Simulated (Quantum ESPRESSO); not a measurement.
# GaAs, zinc blende: band edges under a change of volume

How fast do the gaps move when the cell is scaled evenly?

Calculated with Quantum ESPRESSO 7.5, LDA, GBRV 1.5 ultrasoft potentials, cutoff 680 eV, Fermi–Dirac smearing 0.02 eV, k-mesh 9×9×9, no spin polarisation, no spin-orbit coupling.

Reference cell, relaxed at zero pressure with LDA (F-43m): a = 3.9663 Å, b = 3.9663 Å, c = 3.9663 Å, α = 60.00°, β = 60.00°, γ = 60.00°.

```csv
atom,x,y,z
As,0.7500,0.7500,0.7500
Ga,0.0000,0.0000,0.0000
```

At 106 (volume as a share of the relaxed volume) the gap closes or falls to 0.1 eV or less at this level, and those rows are left out.

Levels are read on the k-mesh and along lines from Γ to X = (0.5, 0, 0.5), L = (0.5, 0.5, 0.5), K = (0.375, 0.375, 0.75) and W = (0.5, 0.25, 0.75) in the reciprocal basis of this cell (the letters only name these points), and count from the highest filled level.

| ln(V/V0) | gap (eV) | direct gap at Γ (eV) | lowest empty at L (eV) | lowest empty along Γ–X (Γ left out) (eV) |
| --- | --- | --- | --- | --- |
| −0.0619 | 0.947 | 0.947 | 1.089 | 1.153 |
| −0.0202 | 0.622 | 0.622 | 0.967 | 1.226 |
| 0.0000 | 0.468 | 0.468 | 0.909 | 1.258 |
| 0.0198 | 0.318 | 0.318 | 0.853 | 1.288 |
| 0.0392 | 0.174 | 0.174 | 0.800 | 1.316 |

**Question.** Fit the direct gap at Γ and give it at ln(V/V0) = −0.0408, a row left out above.

A straight line through the 5 rows: the means are −0.00462 for ln(V/V0) and 0.5058 for the level, Σ(Δx)² = 0.006062 and ΣΔxΔy = −0.04638, so the slope is −0.04638/0.006062 = −7.6519 and the intercept 0.5058 − (−7.6519)(−0.00462) = 0.4704.

The slope is the volume deformation potential of this gap, −7.65 eV, as a mean over the range. The line gives 0.783 eV. The run itself gives 0.782 eV, so the estimate misses by 0.001 eV, a rounding's worth.

The gap is direct at Γ in every row. Semilocal functionals give gaps that are too small, and the error differs from valley to valley, so the order of close valleys can be wrong too. Spin-orbit coupling, left out here, splits the valence top by 0.1 eV or more with such elements and lowers the gap.

[Logs are printed without paths, hosts, clocks, repeated set-up lines and the standing remarks that a program may print on its own settings, such as how far it seeks lower states.]
